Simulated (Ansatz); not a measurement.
# The potential step between two gates: 2H-MoSSe under blue phosphorene, AB

Two oppositely charged gates put a neutral stack in a displacement field D. The voltage between them is D/ε₀ times an electrical distance, shorter than the real one because the stack screens.

How it was computed: Ansatz 0.2.0, plane waves with PAW datasets (its set soft_2), LDA; isolated slab, charged sheets 4 Å from the outer atoms behind model barriers, atoms held. Voltages count from the uncharged case.

| run | D/ε₀ (V/nm) | step in an electron's potential, upper less lower gate (eV) |
| --- | --- | --- |
| run 1 | −3.619 | −2.309 |
| run 2 | −1.810 | −1.154 |
| run 3 | 0.000 | 0.000 |
| run 4 | 1.810 | 1.152 |
| run 5 | 3.619 | 2.300 |
| run 6 | 5.428 | ? |

**Question.** What value belongs in the row marked “?”, and how far can the other rows tell?

A least-squares line through the 5 rows shown has slope 0.6368 and intercept −0.0022; no row lies more than 0.002 eV off it. The size of the slope, 0.637 nm, is the electrical distance; the sheets are 1.532 nm apart, and screening reaches beyond the outer atoms. At 5.428 it gives 0.6368 × 5.428 + (−0.0022) = 3.454 eV, beyond the rows fitted. Rounding and scatter of the rows alone allow about ±0.004 eV there.

The run itself gives 3.446 eV: a miss of −0.008 eV, or 0.2 % of the value. Screening stays linear to within 1 % over this range.

**Limits.** The gates are model sheets, not atoms.
